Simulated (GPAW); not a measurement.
# Quasiparticle gap of Si2MoN4 (MoSi2N4-type monolayer) in GPAW, part 2 of 2

Wanted: ground state, empty states, screening and self-energy for Si2MoN4 (MoSi2N4-type monolayer).

GPAW 26.7.0; LDA and many-body steps on it, plane waves. Known limits of the many-body steps: not at the basis limit; no spin-orbit coupling.

So far. Step 3 (Ground state): The gap is indirect, with the least direct gap 0.40 eV higher. Step 4 (Empty states on the mesh, 9×9×1 mesh, 216 bands): On this mesh the gap is 1.756 eV.

### 5. Screening and self-energy, 9×9×1 mesh, 96 bands, screening to 48 eV

Now the one-shot GW correction: screening in the RPA, then the self-energy of the levels asked for.

This step: G0W0 on LDA, plane waves, PAW.

run.py

```python
import json
import numpy as np
from gpaw.mpi import world
from gpaw.response.g0w0 import G0W0

gw = G0W0('full.gpw',
    filename='gw',
    kpts=[0, 6],
    bands=(19, 23),
    ecut=48,
    nbands=96,
    truncation='2D',
    integrate_gamma='sphere',
    q0_correction=True,
    frequencies={'type': 'nonlinear', 'domega0': 0.15, 'omega2': 15.0},
    eta=0.1,
    nblocksmax=True)
gw.calculate()
res = {mode: {k: v for k, v in r.items() if k != 'sigma_eskwn'}
       for mode, r in gw.all_results.items()}

if world.rank == 0:
    with open('result.json', 'w') as f:
        json.dump(res, f, default=lambda x: x.tolist())
```

Command:

```sh
> mpirun -n 8 gpaw python run.py
```

Numbers of over 12 decimals in the logs are rounded to 6 here.

Output:

```text
Using integrator: PointIntegrator
NonLinearFrequencyDescriptor(from 0.000 to 99.497 eV, 178 points)
Nonperiodic BCs:  [False False  True]
Using integrator: PointIntegrator
NonLinearFrequencyDescriptor(from 0.000 to 99.497 eV, 178 points)
Nonperiodic BCs:  [False False  True]
Applying analytical 2D correction to W:
    Evaluating Gamma point contribution to W on a 27x27x1 grid
  ___  _ _ _
 |   || | | |
 | | || | | |
 |__ ||_____|
 |___|

BZ k-points: Symmetries present (total): 12

  [... matrices ...]
81 k-points: 9 x 9 x 1 Monkhorst-Pack grid
12 k-points in the irreducible part of the Brillouin zone
       k-points in crystal coordinates                weights
   0:     0.00000000    0.00000000    0.00000000          1/81
   1:     0.11111111    0.00000000    0.00000000          6/81
   2:     0.22222222   -0.11111111    0.00000000          6/81
   3:     0.22222222    0.00000000    0.00000000          6/81
   4:     0.33333333   -0.11111111    0.00000000         12/81
   5:     0.33333333    0.00000000    0.00000000          6/81
   6:     0.33333333    0.33333333    0.00000000          2/81
   7:     0.44444444   -0.22222222    0.00000000          6/81
   8:     0.44444444   -0.11111111    0.00000000         12/81
   9:     0.44444444    0.00000000    0.00000000          6/81
          ...
  11:     0.44444444    0.44444444    0.00000000          6/81

Distributing spins, k-points and bands (1 x 2 x 4) over 1 process
Number of blocks: 8

Quasi particle states:
k-points (IBZ indices): [0, 6]
Band range: (19, 23)
  [... matrices ...]
Computational parameters:
Plane wave cut-off: 48 eV
Number of bands: 96
Coulomb cutoff: 2D
Broadening: 0.1 eV

fxc modes: GW
Kernel: RPA
Using full-frequency real axis integration
Summing all q:

Calculating screened Coulomb potential
2D Coulomb truncation
NonLinearFrequencyDescriptor(from 0.000 to 99.497 eV, 178 points)
Removing empty qpoint cache files...

Calculating chi0 body with:
    Ground state adapter containing:
    Number of spins: 1
    Number of kpoints: 81
    Number of irreducible kpoints: 12
    Number of completely occupied states: 21
    Number of partially occupied states: 21
    Occupied states memory: 10.901184 M / cpu

    Linear response parametrization:
    q_c: [0.0, 0.0, 0.0]
    Number of frequency points: 178
    Planewave cutoff: 48.0
    Number of bands: 96
    Number of planewaves: 111
    Broadening (eta): 0.1
    comm.size: 8
    kncomm.size: 1
    blockcomm.size: 8

    Memory estimate of potentially large arrays:
        chi0_wGG: 4.183079 M / cpu
Integrating chi0 body.

Symmetries of q_c:
    Direct symmetries (Uq -> q): 12
    Indirect symmetries (TUq -> q): 12
In total 24 allowed symmetries.

  [... matrices ...]
12 groups of equivalent kpoints. 85.185185% reduction.

Integral kind: spectral function
Integrating chi0 head and wings.

Symmetries of q_c:
    Direct symmetries (Uq -> q): 12
    Indirect symmetries (TUq -> q): 12
In total 24 allowed symmetries.

  [... matrices ...]
12 groups of equivalent kpoints. 85.185185% reduction.

Integral kind: spectral function wings

Calculating chi0 body with:
    Ground state adapter containing:
    Number of spins: 1
    Number of kpoints: 81
    Number of irreducible kpoints: 12
    Number of completely occupied states: 21
    Number of partially occupied states: 21
[... the further q-points ...]

Results:
f:      Occupation numbers
eps:     KS-eigenvalues [eV]
vxc:     KS vxc [eV]
exx:     Exact exchange [eV]
sigma:   Self-energies [eV]
dsigma:  Self-energy derivatives
Z:       Renormalization factors
qp:      QP-energies [eV]

k-point 0 (0): (0.000, 0.000, 0.000)                GW
band       f     eps     vxc     exx   sigma  dsigma       Z      qp
                                                                   GW
  19   1.000   0.272 -17.582 -21.218   3.677  -0.303   0.767   0.303
  20   1.000   2.724 -20.240 -21.023   1.785  -0.290   0.775   3.501
  21   0.000   5.601 -20.557 -15.262  -2.742  -0.312   0.762   7.547
  22   0.000   5.602 -20.557 -15.262  -2.742  -0.312   0.762   7.547

k-point 1 (6): (0.333, 0.333, 0.000)                GW
band       f     eps     vxc     exx   sigma  dsigma       Z      qp
                                                                   GW
  19   1.000   0.387 -17.460 -21.048   3.436  -0.296   0.772   0.270
  20   1.000   2.320 -20.307 -20.843   1.668  -0.292   0.774   3.196
  21   0.000   4.481 -21.882 -17.360  -2.026  -0.296   0.772   6.406
  22   0.000   6.966 -22.614 -16.070  -3.842  -0.367   0.731   8.942
```

The job ended after 4.9 min (8 MPI ranks of Intel Xeon Platinum 8375C at 2.90GHz (Ice Lake), shared host; peak memory 3.9 GiB).

This step gave:

```
G0W0 gap on the points computed              : 2.905 eV
least direct G0W0 gap on the computed points : 3.210 eV
Z at the valence top                         : 0.7754
Z at the conduction bottom                   : 0.7716
starting gap on the mesh                     : 1.756 eV
k of the valence top                         : 0, 0, 0
k of the conduction bottom                   : 0.3333, 0.3333, 0
```

The gap on the mesh goes from 1.76 eV to 2.90 eV, a correction of +1.15 eV.

Limits: finite bands, cutoff and mesh; no spin-orbit coupling. v1 is the top filled band, c1 the lowest empty one. The levels before and after the correction (eV, zero at the valence-band top of each column):

```csv
,conduction bottom,valence top
Kohn-Sham,1.76,0.00
G0W0,2.90,0.00
```

```csv
,level,energy (eV)
Kohn-Sham,Γ v2,-2.453
Kohn-Sham,Γ v1,0.000
Kohn-Sham,Γ c1-c2,2.877
Kohn-Sham,(0.333 0.333 0) v2,-2.337
Kohn-Sham,(0.333 0.333 0) v1,-0.405
Kohn-Sham,(0.333 0.333 0) c1,1.756
Kohn-Sham,(0.333 0.333 0) c2,4.242
G0W0,Γ v2,-3.199
G0W0,Γ v1,0.000
G0W0,Γ c1-c2,4.046
G0W0,(0.333 0.333 0) v2,-3.231
G0W0,(0.333 0.333 0) v1,-0.305
G0W0,(0.333 0.333 0) c1,2.905
G0W0,(0.333 0.333 0) c2,5.441
```

### 6. Where the time went

Times are wall times on 8 MPI ranks of Intel Xeon Platinum 8375C at 2.90GHz (Ice Lake), shared host, good to a factor of about two.

```csv
step,time,share,memory (GiB)
relaxation,2 min,21 %,2.1
ground state,24 s,4 %,1.5
empty states on the mesh,2.2 min,23 %,1.9
screening and self-energy,4.9 min,52 %,3.9
```

### 7. What came out

```json
{
  "LDA gap": "1.76 eV, indirect",
  "G0W0 gap on the mesh": "2.90 eV",
  "GW settings": "9×9×1 mesh, 96 bands, screening to 48 eV, full frequency, Hilbert transform",
  "known limits": "not at the basis limit; no spin-orbit coupling"
}
```

G0W0 moves the gap on the mesh from 1.76 eV to 2.90 eV (+1.15 eV), with Z of 0.78 and 0.77 at the edges. Only 2 of the mesh's irreducible points were corrected, so a valley elsewhere could overtake. The dearest step here is «screening and self-energy». Bands and cutoff are finite, so the gap is not at the basis limit. The miss can reach some tenths of an eV and take either sign; the mesh is an error of its own. These stock PAW sets were not made for GW. In the G0W0 run levels were corrected at 2 k points alone, so a gap called «on the mesh» is the least over those, and an edge elsewhere would be missed. The many-body steps are scalar-relativistic: spin-orbit coupling is not in them.

[Paths, hosts, dates, memory and timing lines, banners, echoed tables and standing remarks are left out of the program output.]

[Logs are printed without paths, hosts, clocks, repeated set-up lines and the standing remarks that a program may print on its own settings, such as how far it seeks lower states.]

[Runs of the session that timed out or met a known fault of the program may be left out.]

[Hosts, paths, dates, database ids (printed as entryN), source tags and the programs' standing remarks are cut or masked in the printed files.]
